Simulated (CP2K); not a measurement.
Two runs for the N K edge of 2-cyanopyrimidine. Run A: CP2K XAS_TDP, all-electron GAPW, PBEh(45%), aug-cc-pVDZ, TDA, no relativity. Run B differs in one setting.

First lines with a strength over 0.0015. A:

| atom | energy (eV) | states | strength, one atom |
| --- | --- | --- | --- |
| N1 (bonded to C) | 394.80 | 1 | 0.0471 |
|  | 395.86 | 1 | 0.0560 |
|  | 399.76 | 1 | 0.0097 |
|  | 401.89 | 1 | 0.0024 |
|  | 401.91 | 1 | 0.0098 |
| N4 (bonded to 2 C), 2 alike | 394.74 | 1 | 0.0512 |
|  | 400.51 | 1 | 0.0021 |
|  | 400.84 | 1 | 0.0018 |
|  | 401.08 | 1 | 0.0032 |
|  | 401.77 | 1 | 0.0026 |

B:

```
                       atom  energy (eV)  states  strength, one atom
           N1 (bonded to C)       400.20       1              0.0465
                                  401.26       1              0.0553
                                  405.17       1              0.0096
                                  407.30       1              0.0024
                                  407.32       1              0.0097
N4 (bonded to 2 C), 2 alike       399.52       1              0.0505
                                  405.29       1              0.0020
                                  405.63       1              0.0017
                                  405.86       1              0.0031
                                  406.56       1              0.0026
```

Q: Which was it: the functional, GW2X switched on, the basis, scalar relativity switched on?

GW2X switched on. GW2X shifts an atom's lines together and keeps their spacings. Against PBEh(45%) in aug-cc-pVDZ, the leading lines move by +5.40 eV (N1, to 400.20) and +4.78 eV (N4, to 399.52).

[Banner, clock and machine lines of the logs are left out without a mark of their own.]

[Logs are printed without paths, hosts, clocks, repeated set-up lines and the standing remarks that a program may print on its own settings, such as how far it seeks lower states.]

[Hosts, paths, dates, database ids (printed as entryN), source tags and the programs' standing remarks are cut or masked in the printed files.]
